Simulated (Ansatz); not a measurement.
# Photoemission of Si(111) with CH3 on 50 % of the top atoms and H on the rest, part 2 of 3

Aim: core-level components, unfolded bands and work function of Si(111) with CH3 on 50 % of the top atoms and H on the rest.

Ansatz 0.2.0; DFT, PBE, plane-wave PAW, default files, scalar-relativistic.

So far, gap on the k-mesh (eV): step 2 (relaxation) 1.10.

### Step 3. Bands by layer

The main run: bands along the zone's path, each state's share in the top and middle regions, the DOS and the planar potential. The cell holds 4 small cells, so the bands are unfolded.

Input file input.yaml:

```yaml
crystal:
  lattice:
    - [7.6791796437, 0.0, 0.0]
    - [3.8395898218, 6.6503646517, 0.0]
    - [0.0, 0.0, 24.6937769138]
  atoms:
    - { symbol: H, position: [0.1004860256, 0.0503794893, 0.7240821805] }
    - { symbol: H, position: [0.8479691552, 0.1030255897, 0.7238830042] }
    - { symbol: H, position: [0.0490232119, 0.848859163, 0.7241721838] }
    - { symbol: H, position: [0.6004860256, 0.0503794893, 0.7240821805] }
    - { symbol: H, position: [0.3479691552, 0.1030255897, 0.7238830042] }
    - { symbol: H, position: [0.5490232119, 0.848859163, 0.7241721838] }
    - { symbol: C, position: [-0.0006429356, 0.0002201462, 0.7083260425] }
    - { symbol: C, position: [0.4993570644, 0.0002201462, 0.7083260425] }
    - { symbol: H, position: [0.0005364141, 0.4995850758, 0.6895238791] }
    - { symbol: H, position: [0.5005364141, 0.4995850758, 0.6895238791] }
    - { symbol: Si, position: [-6.22033e-05, -0.0006688115, 0.6311375986] }
    - { symbol: Si, position: [0.4999377967, -0.0006688115, 0.6311375986] }
    - { symbol: Si, position: [0.0001723852, 0.5005673818, 0.6284030267] }
    - { symbol: Si, position: [0.5001723852, 0.5005673818, 0.6284030267] }
    - { symbol: Si, position: [0.8349123102, 0.3311156752, 0.597911499] }
    - { symbol: Si, position: [0.3349123102, 0.3311156752, 0.597911499] }
    - { symbol: Si, position: [0.8318032259, 0.8355190592, 0.5979673421] }
    - { symbol: Si, position: [0.3318032259, 0.8355190592, 0.5979673421] }
    - { symbol: Si, position: [0.8336177997, 0.3329647539, 0.5022648684] }
    - { symbol: Si, position: [0.3336177997, 0.3329647539, 0.5022648684] }
    - { symbol: Si, position: [0.8331093938, 0.8335599398, 0.5023289515] }
    - { symbol: Si, position: [0.3331093938, 0.8335599398, 0.5023289515] }
    - { symbol: Si, position: [0.1667809278, 0.1665775427, 0.4698741197] }
    - { symbol: Si, position: [0.6667809278, 0.1665775427, 0.4698741197] }
    - { symbol: Si, position: [0.1666083515, 0.666625336, 0.4700067457] }
    - { symbol: Si, position: [0.6666083515, 0.666625336, 0.4700067457] }
    - { symbol: Si, position: [0.166666667, 0.166666667, 0.374335324] }
    - { symbol: Si, position: [0.666666667, 0.166666667, 0.374335324] }
    - { symbol: Si, position: [0.166666667, 0.666666667, 0.374335324] }
    - { symbol: Si, position: [0.666666667, 0.666666667, 0.374335324] }
    - { symbol: Si, position: [0.0, 0.0, 0.342596438] }
    - { symbol: Si, position: [0.5, 0.0, 0.342596438] }
    - { symbol: Si, position: [0.0, 0.5, 0.342596438] }
    - { symbol: Si, position: [0.5, 0.5, 0.342596438] }
    - { symbol: H, position: [0.0, 0.0, 0.28347223] }
    - { symbol: H, position: [0.5, 0.0, 0.28347223] }
    - { symbol: H, position: [0.0, 0.5, 0.28347223] }
    - { symbol: H, position: [0.5, 0.5, 0.28347223] }
kpoints:
  mp_grid: { grid: [3, 3, 1] }
scf:
  occupations: { method: fermi_dirac, width: 0.02 }
  n_extra_bands: 37
hamiltonian:
  xc: pbe
  pseudopotentials: { kind: paw }
output:
  forces: true
  write_potential: true
  volumetric_format: []
  dos:
    projected:
      site_lists:
        adsorbate: [6, 0, 1, 2, 7, 3, 4, 5, 8, 9]
        layer_1: [10, 11, 12, 13]
        layer_2: [14, 15, 16, 17]
        layer_3: [18, 19, 20, 21]
        middle: [22, 23, 24, 25]
        other_layers: [26, 27, 28, 29, 30, 31, 32, 33, 34, 35, 36, 37]
    de: 0.05
    e_range: [-30, 12]
    method: { smearing: { sigma: 0.12, scheme: gaussian } }
  eigenstates:
    kpoints:
      - [0.33333333, -0.33333333, 0.0]
      - [0.25, -0.375, 0.0]
      - [0.16666667, -0.41666667, 0.0]
      - [0.08333333, -0.45833333, 0.0]
      - [0.0, 0.5, 0.0]
      - [-0.08333333, 0.45833333, 0.0]
      # [... 29 more points ...]
      - [0.25, 0.5, 0.0]
      - [0.29166667, -0.41666667, 0.0]
    e_range: [-8.0, 6.0]
    unfold:
      supercell_matrix: [[2, 0, 0], [0, 2, 0], [0, 0, 1]]
      layers:
        axis: 3
        edges: [0.121488, 0.387685, 0.392833, 0.613083, 0.613183, 0.886153]
efield:
  axis: 3
  dipole_correction: true
```

Started as:

```
> ansatz run input.yaml --threads 4 --pin off --max-ram 11264MiB --backend cpu --events-out ev --progress --plain --runs-dir out
```

Numbers of over 12 decimals in the logs are rounded to 6 here.

The log of the run:

```text
[...]
Crystal: 38 atoms, lattice volume = 1261.095 Å³
Basis set: ecut = 420 eV, 24641 PW (Γ), exchange–correlation on 108×108×360 points (8 copies of the dense FFT grid, shifted against one another)
Bands: 95, of which v1, the nominal top of the filled ones, is band 58 counted from 1 (57 counted from 0)
Symmetry: 2 space group operations
[...]
k-points: 5 of 9 (time reversal used)
[...]
SCF iter   1: F=—  HF=-15952.704969 eV  |F-HF|=—  |Δ(HF+E_count)|=         —  Δρ=2.31e-3  dr2=7.03e-1  ethr=1.77e-3  p=0.132 e·Å  D=1.89e-2 V/Å  ΔV_dip=-0.47 eV  dr2_dipole=8.38e-4  V_vac-E_F(+/−)=3.26/3.72 eV  ⟨swp⟩=8.0  Hψ=2763  notcnv=0  defer=57
[...]
SCF iter   9: F=-15952.600349 eV  HF=-15952.600349 eV  |F-HF|=1.38e-8  |Δ(HF+E_count)|=   1.71e-7  Δρ=1.30e-6  dr2=3.21e-8  ethr=8.62e-11  p=0.138 e·Å  D=1.97e-2 V/Å  ΔV_dip=-0.49 eV  dr2_dipole=1.34e-9  V_vac-E_F(+/−)=3.63/4.12 eV  ⟨swp⟩=21.2  Hψ=4754  notcnv=0
SCF 1 converged in 9 iterations: F = -15952.600349 eV  dr2 = 3.21e-8
[...]
NSCF: frozen V_eff on 37 k-points
efield: sawtooth ramp at fractional position 0.9538 (kept from the solve that this one continues, or follows in the run), width 0.1000; the density the first Hamiltonian is built on has a dipole p = 0.138 e·Å; the dipole correction subtracts the counter field D = 1.97e-2 V/Å, which shifts the + side's vacuum level by -0.49 eV against the − side's; the planar-averaged density in the ramp window peaks in size at 2.2e-6 e/Å³
[...]
SCF converged after 9 iterations
Free energy (F): -15952.600349 eV
[...]
Internal energy: -15952.600349 eV  (E = F + TS)
E sigma→0 (E₀):  -15952.600349 eV
Fermi energy:    0.464076 eV
Dipole field:    D = 0.019762 V/Å  (p = 0.137723 e·Å, saw-weighted, corrected)
Work function:   Φ+ = 3.6336 eV   Φ− = 4.1216 eV
[...]
--- Forces (eV/Å), atoms counted from 1 ---
  atom   1  H      0.00113547     0.00004061    -0.00025072
  atom   2  H     -0.00245458    -0.00234859     0.00052978
  atom   3  H     -0.00039133     0.00212411     0.00179415
  atom   4  H      0.00113547     0.00004061    -0.00025072
  atom   5  H     -0.00245458    -0.00234859     0.00052978
  atom   6  H     -0.00039133     0.00212411     0.00179415
  atom   7  C      0.00033676    -0.00036117    -0.00254086
  atom   8  C      0.00033676    -0.00036117    -0.00254086
  atom   9  H     -0.00002384    -0.00042775     0.00024045
  atom  10  H     -0.00002384    -0.00042775     0.00024045
  atom  11  Si     0.00135298     0.00226660     0.00139010
  atom  12  Si     0.00135298     0.00226660     0.00139010
  atom  13  Si    -0.00027932    -0.00092160    -0.00063289
  atom  14  Si    -0.00027932    -0.00092160    -0.00063289
  atom  15  Si     0.00003181     0.00164282    -0.00099843
  atom  16  Si     0.00003181     0.00164282    -0.00099843
  atom  17  Si     0.00023808    -0.00158048     0.00178869
  atom  18  Si     0.00023808    -0.00158048     0.00178869
  atom  19  Si     0.00021129     0.00004641     0.00010469
  atom  20  Si     0.00021129     0.00004641     0.00010469
  atom  21  Si     0.00006556     0.00003750    -0.00041914
  atom  22  Si     0.00006556     0.00003750    -0.00041914
  atom  23  Si     0.00003275     0.00049276     0.00041981
  atom  24  Si     0.00003275     0.00049276     0.00041981
  atom  25  Si    -0.00013263    -0.00043751     0.00019514
  atom  26  Si    -0.00013263    -0.00043751     0.00019514
  atom  27  Si     0.00148063    -0.00042564    -0.08688073
  atom  28  Si     0.00148063    -0.00042564    -0.08688073
  atom  29  Si    -0.00159694    -0.00027476    -0.06176353
  atom  30  Si    -0.00159694    -0.00027476    -0.06176353
  atom  31  Si    -0.00052532     0.00011885     0.85003571
  atom  32  Si    -0.00052532     0.00011885     0.85003571
  atom  33  Si     0.00056653    -0.00003136     0.85046140
  atom  34  Si     0.00056653    -0.00003136     0.85046140
  atom  35  H      0.00036864    -0.00042304    -0.77678485
  atom  36  H      0.00036864    -0.00042304    -0.77678485
  atom  37  H     -0.00041721     0.00046143    -0.77676951
  atom  38  H     -0.00041721     0.00046143    -0.77676951
  max |Σ_I F_I| component: 1.61e-4 eV/Å
--- Band table (eV; the first three rows and the last of 5) ---
  k-point 0: bands = [... 54 lower, -0.5281, -0.5171, -0.0922, -0.0831, 1.0135, 1.0263, 1.0374, 1.5883, ... 33 higher]
  k-point 1: bands = [... 54 lower, -1.3516, -1.1224, -1.0055, -0.4808, 1.1704, 1.7826, 1.8921, 1.9345, ... 33 higher]
  k-point 2: bands = [... 54 lower, -1.3339, -1.1229, -1.0219, -0.4886, 1.1757, 1.7853, 1.8961, 1.9236, ... 33 higher]
  k-point 4: bands = [... 54 lower, -1.9442, -1.2949, -1.2688, -1.2525, 2.2582, 2.4342, 2.4472, 2.5122, ... 33 higher]
```

Elapsed: 8.4 min, on 4 threads of Arm Neoverse N1, shared host; peak memory 4.9 GiB.

Numbers from this step:

```yaml
fermi_energy: 0.4641 eV
zero_of_energy: valence-band maximum
share_of_occupied_states_in_no_projected_shell: 0.011 of the occupied states in the window
ionisation_potential_lower_face: 4.668 eV
```

A(k,E), total over k along the path and E. Zero: valence-band maximum.

Values in eV⁻¹, 12 rows by 16 columns, each cell a mean:
```
2.1 2.6 4.1 4.4 3.5 3.8 2.3 2.9 4.9 3.0 2.7 2.0 1.5 1.0 2.7 2.4
0.6 1.3 1.7 2.9 4.2 4.8 6.3 5.8 3.5 2.2 1.4 1.5 1.8 2.5 2.1 0.5
2.5 1.9 1.8 1.8 2.1 2.8 2.7 2.9 2.4 1.9 2.0 1.7 1.3 2.1 1.8 2.5
0.1 0.1 0.1 0.1 0.1 0.2 0.8 0.4 0.3 1.0 1.5 2.0 2.4 1.4 0.4 0.1
0.0 0.1 0.1 0.1 0.1 0.4 1.4 0.9 0.3 0.1 0.2 0.2 0.2 0.1 0.1 0.1
0.1 0.1 0.1 0.5 1.5 3.2 4.1 3.9 2.3 1.3 0.8 0.4 0.2 0.1 0.1 0.1
0.6 1.0 1.1 2.2 2.8 2.8 1.2 1.8 3.0 2.6 2.5 2.5 2.5 1.9 1.0 0.6
2.2 2.2 3.1 2.3 2.1 0.5 0.2 0.2 1.3 1.9 1.6 1.9 2.0 2.4 2.2 2.2
2.9 3.0 2.3 2.0 1.2 1.0 0.9 0.9 1.0 1.6 1.8 1.6 1.7 2.0 2.9 2.9
1.1 0.6 0.8 0.9 0.4 0.5 0.6 0.6 0.5 0.6 1.0 0.6 0.5 0.4 0.6 1.1
1.1 1.5 1.8 1.6 1.5 1.3 1.2 1.2 1.3 1.6 1.8 1.6 1.0 1.0 1.0 1.1
1.9 1.5 1.3 1.0 0.9 0.9 0.9 0.9 0.9 0.9 1.2 1.7 1.9 1.9 1.9 1.9
```
Columns: k along the path (Å⁻¹) from 0 to 2.58; rows upwards: E (eV) from -7.15 to 4.89.

A(k,E), top over k along the path and E. Zero: valence-band maximum.

Values in eV⁻¹, 12 rows by 16 columns, each cell a mean:
```
0.58 0.64 0.92 1.09 0.79 0.72 0.53 0.62 0.93 0.83 0.86 0.50 0.33 0.28 0.69 0.62
0.16 0.29 0.38 0.63 1.02 1.18 1.41 1.33 0.93 0.60 0.33 0.34 0.41 0.50 0.40 0.15
0.41 0.33 0.33 0.35 0.42 0.57 0.52 0.56 0.50 0.40 0.39 0.32 0.24 0.40 0.31 0.42
0.02 0.03 0.02 0.02 0.03 0.06 0.17 0.11 0.07 0.15 0.24 0.35 0.42 0.21 0.06 0.03
0.01 0.01 0.01 0.02 0.02 0.07 0.25 0.16 0.05 0.03 0.03 0.03 0.03 0.02 0.01 0.01
0.02 0.02 0.03 0.09 0.28 0.60 0.69 0.69 0.44 0.24 0.15 0.07 0.05 0.02 0.02 0.02
0.13 0.17 0.20 0.41 0.50 0.44 0.22 0.29 0.49 0.44 0.45 0.49 0.49 0.36 0.19 0.13
0.44 0.47 0.63 0.46 0.39 0.12 0.07 0.08 0.23 0.41 0.30 0.29 0.27 0.42 0.45 0.44
0.68 0.67 0.51 0.46 0.34 0.33 0.33 0.33 0.32 0.38 0.48 0.48 0.51 0.53 0.66 0.68
0.17 0.12 0.16 0.19 0.17 0.28 0.42 0.39 0.25 0.18 0.21 0.15 0.13 0.12 0.13 0.17
0.78 0.73 0.82 0.92 0.93 0.81 0.67 0.70 0.85 0.98 0.92 0.80 0.72 0.72 0.73 0.80
0.49 0.57 0.48 0.28 0.20 0.19 0.19 0.20 0.20 0.22 0.35 0.53 0.50 0.51 0.51 0.47
```
Columns: k along the path (Å⁻¹) from 0 to 2.58; rows upwards: E (eV) from -7.15 to 4.89.

A(k,E), middle over k along the path and E. Zero: valence-band maximum.

Ten even steps from '0' (0.03 eV⁻¹) to '9' (3.38 eV⁻¹), each cell a mean:
```
323544444521112462121111001333
111367763153124644334433213321
000234566778997533322223353200
122101134556666432220011136421
655554444455345422234211231256
000000000002431123223454442210
000000000000000001222223310000
000000000000000000000111000000
000000000001220000000000000000
000000000235554220000000000000
000000123456776422221000000000
000122245655236664443222210000
222102443320001333334444343222
333356433200000132223333332333
223432132000000012212233344322
333323312111111112221111123333
333211210000000001211111112333
100002100000000000120000000001
000121111111111111102000000000
001211000000000000011210000000
332111222211111111211123333333
211121000000000000002212111112
```
Columns: k along the path (Å⁻¹) from 0 to 2.58; rows upwards: E (eV) from -7.15 to 4.89.

A(k,E), bottom over k along the path and E. Zero: valence-band maximum.

Ten even steps from '0' (0.01 eV⁻¹) to '9' (2.59 eV⁻¹), each cell a mean:
```
332334445622222464332111001333
112245442364236753222211113321
000112445558996322211122232100
011000113443333321110000023210
322222211233233222122100220023
000000000001210011222343311100
000000000000000000111111100000
000000000000000000000000000000
000000000001110000000000000000
000000000134553110000000000000
000000012344344322110000000000
000011133332113333332111100000
011001322210000221112333221110
111134312100000021111111221111
112331131000000013211111123211
455323311111111111222111112344
332221000000000000012222333333
000000000000000000000000000000
000000111111111111100000000000
000111000000000000011100000000
111111111111111111111112222222
000110000000000000001111100000
```
Columns: k along the path (Å⁻¹) from 0 to 2.58; rows upwards: E (eV) from -7.15 to 4.89.

Peaks of A(k,E) at the labelled points: for each region the eleven nearest the zero at most, each over 6 % of that point's highest, less those above the energy where the solved bands run out; weight and spread sum the levels within three half widths or 0.3 eV, so near peaks share levels. Peaks of the spectral function, the first 40 of 127 rows:

| point | weight on | E (eV) | A (1/eV) | weight near the peak | rms spread of levels (eV) |
| --- | --- | --- | --- | --- | --- |
| K | total | -5.53 | 2.001 | 0.616 | 0.033 |
| K | total | -4.39 | 3.19 | 1.01 | 0.04 |
| K | total | -3.87 | 5.868 | 2.79 | 0.118 |
| K | total | -3.65 | 4.072 | 2.948 | 0.142 |
| K | total | -3.03 | 3.284 | 0.929 | 0 |
| K | total | -2.27 | 6.142 | 1.975 | 0.025 |
| K | total | 2.37 | 4.093 | 2.748 | 0.111 |
| K | total | 2.57 | 5.89 | 2.952 | 0.119 |
| K | total | 4.03 | 1.773 | 0.546 | 0.077 |
| K | total | 4.61 | 4.79 | 1.961 | 0.09 |
| K | top | -4.39 | 0.38 | 0.106 | 0.041 |
| K | top | -3.83 | 1.456 | 0.644 | 0.101 |
| K | top | -3.65 | 1.105 | 0.707 | 0.135 |
| K | top | -3.03 | 0.775 | 0.217 | 0 |
| K | top | -2.63 | 0.263 | 0.057 | 0.118 |
| K | top | -2.25 | 0.98 | 0.311 | 0.032 |
| K | top | 2.37 | 0.629 | 0.449 | 0.111 |
| K | top | 2.57 | 1.014 | 0.49 | 0.119 |
| K | top | 4.03 | 0.581 | 0.205 | 0.095 |
| K | top | 4.61 | 1.181 | 0.496 | 0.094 |
| K | middle | -6.65 | 3.027 | 1.162 | 0.049 |
| K | middle | -5.55 | 0.335 | 0.089 | 0.03 |
| K | middle | -4.39 | 2.135 | 0.713 | 0.039 |
| K | middle | -3.85 | 2.176 | 0.9 | 0.103 |
| K | middle | -3.03 | 1.611 | 0.461 | 0 |
| K | middle | -2.27 | 3.997 | 1.295 | 0.025 |
| K | middle | 2.35 | 2.731 | 1.691 | 0.113 |
| K | middle | 2.57 | 3.405 | 1.803 | 0.122 |
| K | middle | 4.03 | 0.664 | 0.19 | 0.061 |
| K | middle | 4.61 | 1.829 | 0.746 | 0.09 |
| K | bottom | -6.57 | 1.461 | 0.463 | 0.011 |
| K | bottom | -4.37 | 0.65 | 0.182 | 0.041 |
| K | bottom | -3.91 | 2.696 | 1.194 | 0.131 |
| K | bottom | -3.65 | 1.604 | 1.24 | 0.149 |
| K | bottom | -3.03 | 0.871 | 0.243 | 0 |
| K | bottom | -2.27 | 1.148 | 0.359 | 0.019 |
| K | bottom | 2.57 | 1.371 | 0.617 | 0.107 |
| K | bottom | 4.03 | 0.499 | 0.143 | 0.064 |
| K | bottom | 4.61 | 1.706 | 0.688 | 0.086 |
| Γ | total | -3.39 | 2.959 | 0.91 | 0 |

The DOS has structure finer than the step of the table below, so its rows give means over 1 eV, whole bins alone (the curve runs from -15.1 to 4.62 eV). Peaks (eV: height): total -2.3: 26.8, -1.7: 27.0, 3.5: 26.7, 4.3: 41.2; Si 3p -2.9: 20.3, -2.3: 24.3, -1.7: 24.4, 4.2: 20.7; Si 3s -10.6: 8.12, -9.5: 9.32, -9.0: 11.1, -6.6: 9.51; H 1s -13.0: 3.06, -5.6: 4.09, -4.0: 3.51, -3.5: 2.39; C 2p -5.6: 5.66, -3.5: 2.05.

DOS against E, zero at the valence-band maximum; means over each step; values in states/eV/cell:

| E (eV) | total | Si 3p | Si 3s | H 1s | C 2p | C 2s |
| --- | --- | --- | --- | --- | --- | --- |
| -14 | 0.00203 | 1.1e-4 | 1.9e-4 | 6.9e-4 | 0 | 1.0e-3 |
| -13 | 4.00 | 0.236 | 0.310 | 1.37 | 0.00285 | 2.02 |
| -12 | 0.136 | 0.00814 | 0.122 | 0.00328 | 3.9e-4 | 9.1e-4 |
| -11 | 3.66 | 0.696 | 2.80 | 0.110 | 0.0154 | 0.0199 |
| -10 | 7.31 | 1.84 | 5.06 | 0.279 | 0.0489 | 0.0302 |
| -9 | 8.72 | 2.41 | 5.77 | 0.362 | 0.0874 | 0.0231 |
| -8 | 4.92 | 1.45 | 2.88 | 0.422 | 0.112 | 0.0113 |
| -7 | 9.08 | 3.81 | 3.98 | 0.773 | 0.417 | 0.00546 |
| -6 | 13.1 | 4.09 | 3.20 | 2.52 | 3.10 | 0.00711 |
| -5 | 6.38 | 1.93 | 1.18 | 1.46 | 1.71 | 0.00284 |
| -4 | 13.4 | 9.50 | 1.08 | 1.94 | 0.717 | 0.0113 |
| -3 | 16.4 | 13.5 | 0.858 | 1.07 | 0.722 | 0.0227 |
| -2 | 18.6 | 17.0 | 0.685 | 0.449 | 0.208 | 0.0148 |
| -1 | 8.48 | 7.79 | 0.114 | 0.325 | 0.103 | 0.0129 |
| 0 | 1.85 | 1.79 | 2.5e-4 | 0.00610 | 0.00119 | 2.0e-5 |
| 1 | 2.02 | 1.14 | 0.550 | 0.0343 | 0.00640 | 0.00575 |
| 2 | 11.3 | 6.09 | 2.99 | 0.371 | 0.0786 | 0.0749 |
| 3 | 19.5 | 10.9 | 3.33 | 0.966 | 0.129 | 0.203 |
| 4 | 27.2 | 14.2 | 2.93 | 1.24 | 0.154 | 0.159 |

This run's widths, added to any smearing of the DOS itself: Gaussian 0.35 eV, Lorentzian 0.1 eV plus 0.05 an eV of depth. Intensity against binding energy, zero at the valence-band maximum; values in % of the maximum within 13 eV:

| binding energy (eV) | 21.2 eV | 100 eV | 1486.7 eV | 5950 eV | 8047.8 eV |
| --- | --- | --- | --- | --- | --- |
| -1 | 0.506 | 1.58 | 0.955 | 0.662 | 0.639 |
| 0 | 1.49 | 9.97 | 4.07 | 1.51 | 1.32 |
| 1 | 9.79 | 53.3 | 20.6 | 6.85 | 5.82 |
| 2 | 15.6 | 90.5 | 40.6 | 18.1 | 16.4 |
| 3 | 28.0 | 90.7 | 39.7 | 19.5 | 17.9 |
| 4 | 36.9 | 72.8 | 36.4 | 22.2 | 21.1 |
| 5 | 49.3 | 55.1 | 31.3 | 27.5 | 27.2 |
| 6 | 78.4 | 89.3 | 60.7 | 56.3 | 56.0 |
| 7 | 19.5 | 46.0 | 58.1 | 55.6 | 55.4 |
| 8 | 10.7 | 36.2 | 59.1 | 58.4 | 58.4 |
| 9 | 10.8 | 54.3 | 99.3 | 99.2 | 99.2 |
| 10 | 7.08 | 40.5 | 76.3 | 76.6 | 76.6 |
| 11 | 2.92 | 22.6 | 41.9 | 42.2 | 42.2 |
| 12 | - | 15.2 | 13.4 | 11.9 | 11.8 |
| 13 | - | 68.4 | 26.5 | 16.4 | 15.3 |
| 14 | - | 13.8 | 6.30 | 4.36 | 4.15 |
| 15 | - | 3.85 | 2.28 | 1.80 | 1.74 |

Maxima picked by a test of local sharpness, so broad peaks and shoulders can be missing; peaks within 0.45 eV of a curve's cut are left out. Valence peaks, by row:

| photon energy (eV) | binding energy (eV) | height (% of the maximum within 13 eV) | main shell | its share (%) |
| --- | --- | --- | --- | --- |
| 21.2 | 8.953 | 10.88 | H 1s | 38.65 |
| 21.2 | 8.153 | 10.93 | H 1s | 43.93 |
| 21.2 | 5.603 | 100 | C 2p | 59.35 |
| 21.2 | 3.653 | 44.5 | H 1s | 44.76 |
| 21.2 | 2.853 | 28.6 | H 1s | 39.17 |
| 21.2 | 1.703 | 17.64 | Si 3p | 38.45 |
| 100 | 13.05 | 69.4 | C 2s | 85.44 |
| 100 | 9.003 | 54.47 | Si 3s | 68.1 |
| 100 | 5.653 | 100 | C 2p | 50.88 |
| 100 | 3.503 | 93.8 | Si 3p | 66.8 |
| 100 | 2.853 | 94.82 | Si 3p | 80.48 |
| 100 | 2.253 | 93.92 | Si 3p | 87.6 |
| 100 | 1.753 | 98.35 | Si 3p | 89.15 |
| 1487 | 13.05 | 26.77 | C 2s | 69.83 |
| 1487 | 9.053 | 100 | Si 3s | 94.89 |
| 1487 | 7.253 | 56.36 | Si 3s | 91.59 |
| 1487 | 6.553 | 85.51 | Si 3s | 87.94 |
| 1487 | 3.503 | 46.16 | Si 3s | 51.43 |
| 1487 | 2.803 | 41.55 | Si 3p | 65.5 |
| 1487 | 2.253 | 43.18 | Si 3p | 68.23 |
| 1487 | 1.753 | 42.98 | Si 3p | 72.33 |
| 5950 | 13.05 | 16.49 | C 2s | 54.41 |
| 5950 | 9.103 | 100 | Si 3s | 98.82 |
| 5950 | 7.303 | 54.55 | Si 3s | 98.17 |
| 5950 | 6.553 | 80.74 | Si 3s | 97.34 |
| 5950 | 3.503 | 29.39 | Si 3s | 84.15 |
| 5950 | 2.753 | 20.13 | Si 3s | 71.53 |
| 5950 | 2.303 | 20.18 | Si 3s | 69.7 |
| 5950 | 1.753 | 18.44 | Si 3s | 64.7 |
| 8048 | 13.05 | 15.38 | C 2s | 51.52 |
| 8048 | 9.103 | 100 | Si 3s | 99.12 |
| 8048 | 7.303 | 54.41 | Si 3s | 98.67 |
| 8048 | 6.553 | 80.41 | Si 3s | 98.09 |
| 8048 | 3.503 | 28.12 | Si 3s | 88.2 |
| 8048 | 2.753 | 18.52 | Si 3s | 77.98 |
| 8048 | 2.303 | 18.45 | Si 3s | 76.49 |
| 8048 | 1.753 | 16.58 | Si 3s | 72.13 |

The planar mean, electrostatic potential oscillates, so the rows of the table below give means over windows of 1 Å about each position, cut where the curve ends. Its maxima inside the range that stand out by 2 % of the span (Å: eV): 10.4: 2.12, 13.6: 2.13, 16.7: 2.20. Its minima: 8.9: -11.3, 12.1: -11.2, 15.1: -11.3, 17.7: -1.12.

From the valence-band maximum. Table of planar mean, electrostatic potential by z; means over each step:

| z (Å) | planar mean, electrostatic potential (eV) |
| --- | --- |
| 0 | 4.46 |
| 1 | 4.60 |
| 2 | 4.67 |
| 3 | 4.67 |
| 4 | 4.67 |
| 5 | 4.66 |
| 6 | 4.46 |
| 7 | 2.61 |
| 8 | -3.94 |
| 9 | -10.0 |
| 10 | -0.963 |
| 11 | -2.42 |
| 12 | -10.2 |
| 13 | -2.50 |
| 14 | -0.881 |
| 15 | -9.98 |
| 16 | -4.15 |
| 17 | 1.11 |
| 18 | 0.717 |
| 19 | 3.98 |
| 20 | 4.17 |
| 21 | 4.18 |
| 22 | 4.18 |
| 23 | 4.18 |
| 24 | 4.27 |

(Part 2 of 3 ends here.)

[Logs are printed without paths, hosts, clocks, repeated set-up lines and the standing remarks that a program may print on its own settings, such as how far it seeks lower states.]

[Hosts, paths, dates, database ids (printed as entryN), source tags and the programs' standing remarks are cut or masked in the printed files.]

[Maps of the electrostatic potential energy from Ansatz leave out the sawtooth potential of an applied field or a dipole correction, so their vacuum need not be flat; work functions include it.]
